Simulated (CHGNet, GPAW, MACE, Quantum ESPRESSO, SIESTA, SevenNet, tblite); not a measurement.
# Which run comes nearest? (16,0) blue phosphorene nanotube (64 atoms)

The cell holds 64 atoms: 64 P. Its edges and angles: a = 26.945 Å, b = 26.945 Å, c = 5.681 Å, α = 90.0°, β = 90.0°, γ = 90.0°. It derives from P (blue phosphorene). Blue phosphorene sheet (a = 3.28 Å) rolled into a (16,0) tube of diameter 16.70 Å, 1 period, 9 Å of vacuum; not relaxed, displaced by a Gaussian of 0.02 Å. Then every atom was moved at random, 0.03 Å r.m.s. a Cartesian component. Vacuum lies along a and b. The structure repeats along c.

Geometry: as built.

The reference, a calculation:

* method: Kohn-Sham DFT, PBE, SSSP efficiency 1.3.0 pseudopotentials, plane waves (Quantum ESPRESSO 7.5); sssp-pbe-1.3.0-efficiency, cutoffs 45/360 Ry, Γ point
* r.m.s. force component: 0.7003 eV/Å
* longest force: 2.63 eV/Å
* gap (highest filled to lowest empty level): 1.726 eV
* time: 3.7 min on 8 MPI ranks of Arm Neoverse V2, shared host
* CPU time: 30 min

Runs, in no order:
A. GPAW PBE, LCAO dzp, h 0.2 Å: Kohn-Sham DFT, PBE, PAW, atomic orbitals (dzp)
B. SIESTA PBE, SZP, shift 0.01 Ry, mesh 300 Ry: Kohn-Sham DFT, PBE, PseudoDojo 0.4.1 norm-conserving pseudopotentials (converted to PSML), numerical atomic orbitals (SZP), diagonalisation
C. SevenNet l3i5 potential: machine-learned interatomic potential SevenNet l3i5, trained on PBE(+U) plane-wave data

Q: Order them from the smallest to the largest r.m.s. force difference.

A, C, B.

```csv
run,"Δ force, r.m.s. (meV/Å)",share of r.m.s. force (%),CPU time
"A. GPAW PBE, LCAO dzp, h 0.2 Å",218,31.2,62 s
C. SevenNet l3i5 potential,488,69.7,7.2 s
"B. SIESTA PBE, SZP, shift 0.01 Ry, mesh 300 Ry",1079,154,1.7 min
```

Machine-learned potentials mimic data converged in k, so the reference's own k-point error enters their differences. The electronic-structure runs sample only Γ, in a cell whose periodic width is 6 Å.

[Logs are printed without paths, hosts, clocks, repeated set-up lines and the standing remarks that a program may print on its own settings, such as how far it seeks lower states.]

[Hosts, paths, dates, database ids (printed as entryN), source tags and the programs' standing remarks are cut or masked in the printed files.]
